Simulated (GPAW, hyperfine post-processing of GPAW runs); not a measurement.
# MgNiF4: working out a paramagnetic 19F shift

A spin-polarised calculation (DFT, revPBE+U, plane-wave PAW, GPAW setups, collinear spin, scalar-relativistic; GPAW) with all Ni moments parallel (S = 1 each) puts a spin density ρ↑ − ρ↓ of 0.3159 e/Å³, counted along the moments, at one F nucleus (bonded to 2 Ni at 1.98 to 2.51 Å). Take g = 2, spin-only moments and Θ = 0 K (a pure Curie law); γ/2π of 19F is 40.0776 MHz/T.

**Task.** Find the contact field, the hyperfine constant and the contact shift at 320 K and 400 K, supposing that the crystal is a paramagnet with these local moments at both.

1. A spin density ρ_s carries a moment density μB ρ_s, and the contact field is B_c = (2μ₀/3) μB ρ_s. For 1 e/Å³ that is 7.769 T, so B_c = 2.454 T.

2. With H = A S·I summed over the ions, A = γB_c/(2πS) = 40.0776 × 2.454 / 1 = 98.4 MHz.

3. In a field B0 the paramagnet reaches only a fraction of saturation, M/M_sat = g μB (S + 1) B0 / [3 k_B (T − Θ)]. At 320 K this is 2.7988e-03 per tesla, or 2.63 % at 9.4 T.

4. The shift is that fraction of B_c over B0, so B0 drops out: δ = 2.454 × 2.7988e-03 × 10⁶ = 6870 ppm at 320 K.

5. At 400 K it scales by (320 − Θ)/(400 − Θ) = 0.800, to 5490 ppm.

6. The sign says that the spin at the nucleus is parallel to the Ni moments. Over this level and the 5 others of the session's ladder with the same moment and an open gap (any hybrids aside), the field runs from 2.19 to 3.07 T. Orbital and pseudocontact parts are not included.

[Hosts, paths, dates, database ids (printed as entryN), source tags and the programs' standing remarks are cut or masked in the printed files.]
